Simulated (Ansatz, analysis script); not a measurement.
# Calculated records

**Collinear and non-collinear states of CrB2**

The structure is hexagonal, space group P6/mmm (No. 191). Conventional cell: a = 2.970 Å, b = 2.970 Å, c = 3.070 Å, α = 90.00°, β = 90.00°, γ = 120.00°. Nearest to Cr lie 12 B at 2.30 Å. B has 3 B at 1.71 Å and 6 Cr at 2.30 Å nearest. Farther neighbours are not listed.

```xyz
9
Lattice="2.9700 0.0000 3.0700 -1.4850 2.5721 3.0700 -1.4850 -2.5721 3.0700" Properties=species:S:1:pos:R:3 pbc="T T T"
Cr    0.0000    0.0000    0.0000
Cr    0.0000    0.0000    3.0700
Cr    0.0000    0.0000    6.1400
B    -1.4850   -0.8574    4.6050
B     0.0000    1.7147    4.6050
B     1.4850   -0.8574    4.6050
B     0.0000   -1.7147    4.6050
B     1.4850    0.8574    4.6050
B    -1.4850    0.8574    4.6050
```

- method: PBEsol, PAW set soft_1 (files made for PBE); spinors, patterns of moment directions started one by one (and 2 further levels or steps)
- program: Ansatz 0.2.0 and analysis script 1
- settings of one run: cutoff 420 eV, 10×10×10 k-mesh, Fermi-Dirac occupations, smearing width 0.05 eV, patterns started 6
- notes: In doubt: warnings of the run leave room for a lower electronic state (Ansatz, analysis script), so energies may not be the lowest and differences between runs may mislead. Without spin–orbit coupling only the angles between moments count. Only the listed patterns were tried. In doubt: the program’s search for lower states was switched off, so a lower magnetic state than those reached may exist.
- lowest state found: ferromagnetic
- mean cosine between nearest magnetic neighbours there: 1.0
- net moment of the lowest state: 3.26 μB a cell
- mean moment in the lowest state: 1.02 μB

The lowest state found is ferromagnetic, reached from the start «ferro», 5.86 meV a magnetic atom under the next one (coplanar compensated). 3 of the 6 converged starts end within 0.1 meV of the lowest.

[Logs and program files are shortened in this print: banners, set-up blocks, solver, clock and traceback lines can be left out without a mark of their own.]

[Logs are printed without paths, hosts, clocks, repeated set-up lines and the standing remarks that a program may print on its own settings, such as how far it seeks lower states.]

[Hosts, paths, dates, database ids (printed as entryN), source tags and the programs' standing remarks are cut or masked in the printed files.]
